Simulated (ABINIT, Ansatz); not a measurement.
Records of electronic-structure calculations.

**How the form of the self-energy moves the gap of CaSe (Fm-3m)**

Symmetry: Fm-3m, No. 225, cubic system. The conventional cell has a = 5.912 Å, b = 5.912 Å, c = 5.912 Å, α = 90.00°, β = 90.00°, γ = 90.00°. Ca has 6 Se at 2.96 Å nearest. Se has 6 Ca at 2.96 Å nearest. Farther neighbours, and contacts between anions beyond the nearest, are not listed.

```xyz
2
Lattice="0.0000 2.9560 2.9560 2.9560 0.0000 2.9560 2.9560 2.9560 0.0000" Properties=species:S:1:pos:R:3 pbc="T T T"
Ca    0.0000    0.0000    0.0000
Se    2.9560    2.9560    2.9560
```

* method: RPA screening on LDA, plane waves, norm-conserving pseudopotentials (and 3 further levels or steps)
* program: ABINIT 10.8.3
* settings: cutoff 48 Ha, PseudoDojo scalar-relativistic 0.4.1 stringent, norm-conserving, ngkpt (4, 4, 4), nband 79, ecuteps 5.2 Ha, inclvkb 2, shiftk (0, 0, 0), symchi 1, awtr 1, frequency ppm, 4×4×4 k-mesh
* cost: 6 runs, 2.7 min in all on 4 MPI ranks of Arm Neoverse V1, shared host
* notes: The database entry behind the starting cell differs from other determinations of this structure. The cell and positions come from the Crystallography Open Database and are kept as given unless a step says otherwise. Limits: no spin-orbit coupling. The 4×4×4 mesh is coarse for this cell, which bears on the long-range parts of exchange and screening.
* G0W0, Godby-Needs plasmon pole: 3.238 eV
* G0W0, Hybertsen-Louie plasmon pole: 3.408 eV
* G0W0, Engel-Farid plasmon pole: 3.358 eV
* one-shot Hartree-Fock: 9.037 eV
* known limits: short of the basis limit; no spin-orbit coupling; coarse k mesh

G0W0, Hybertsen-Louie plasmon pole: +0.170 eV against G0W0, Godby-Needs plasmon pole. G0W0, Engel-Farid plasmon pole: +0.120 eV against G0W0, Godby-Needs plasmon pole.

[Long decimals in the printed logs are rounded to 6 places.]

[Logs are printed without paths, hosts, clocks, repeated set-up lines and the standing remarks that a program may print on its own settings, such as how far it seeks lower states.]

[Paths, hosts, dates, memory and timing lines, banners, echoed tables and standing remarks are left out of the program output; an Ansatz launch command may be rebuilt from the run's recorded settings. Measured values are a selection of at most five: reports struck by readers or far from the other reports are left out. None is set beside runs whose start may be inverted or whose files or cutoffs have a known fault.]

[Runs of the session that timed out or met a known fault of the program may be left out.]

[Hosts, paths, dates, database ids (printed as entryN), source tags and the programs' standing remarks are cut or masked in the printed files.]

[G0W0 gaps are taken among the corrected bands and points alone; a level outside them can change the order at an edge.]

[Where Ansatz stands beside ABINIT at settings called matched, ABINIT's density can come from a denser mesh and the files from another edition; pairs whose starting gaps differed by over 0.03 eV were left out, so agreement reads better than it is.]
